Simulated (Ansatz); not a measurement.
# A thicker film of CeO2 (110) from five thinner ones

In a field along its normal an insulating film takes a dipole p. Written as a length, p/(ε₀AE), it should grow by 1 − 1/ε for each ångström added.

**Method.** Ansatz 0.2.0, plane waves with PAW datasets (its set soft_2), PBE; fluorite films relaxed at a bulk in-plane lattice constant near the measured one, then held in weak fields of both signs with a dipole correction (A is the cell's area, E the outer field).

| run | distance between the outer atoms (Å) | p/(ε₀AE) (Å) |
| --- | --- | --- |
| 4 units | 5.793 | 6.923 |
| 5 units | 7.738 | 8.679 |
| 6 units | 9.691 | 10.348 |
| 7 units | 11.643 | 12.061 |
| 9 units | 15.546 | 15.453 |
| 12 units | 21.401 | ? |

Q: Estimate the withheld value from the rows shown.

A least-squares line through the 5 rows shown has slope 0.8728 and intercept 1.8931; no row lies more than 0.032 Å off it. That slope means ε = 1/(1 − 0.8728) = 7.86. At 21.401 it gives 0.8728 × 21.401 + 1.8931 = 20.572 Å, beyond the rows fitted. Rounding and scatter of the rows alone allow about ±0.075 Å there.

The run itself gives 20.546 Å: a miss of −0.026 Å, or 0.1 % of the value. The length is met to within 1 %, though ε is more sensitive than the length: the two thickest films give ε = 7.68.

Caveats: This is the electronic response alone. A unit is one step of the cut along the normal (a plane, a pair of planes or a cell), and the layers relax along it, away from their bulk spacing where the functional's lattice constant differs from the one held.
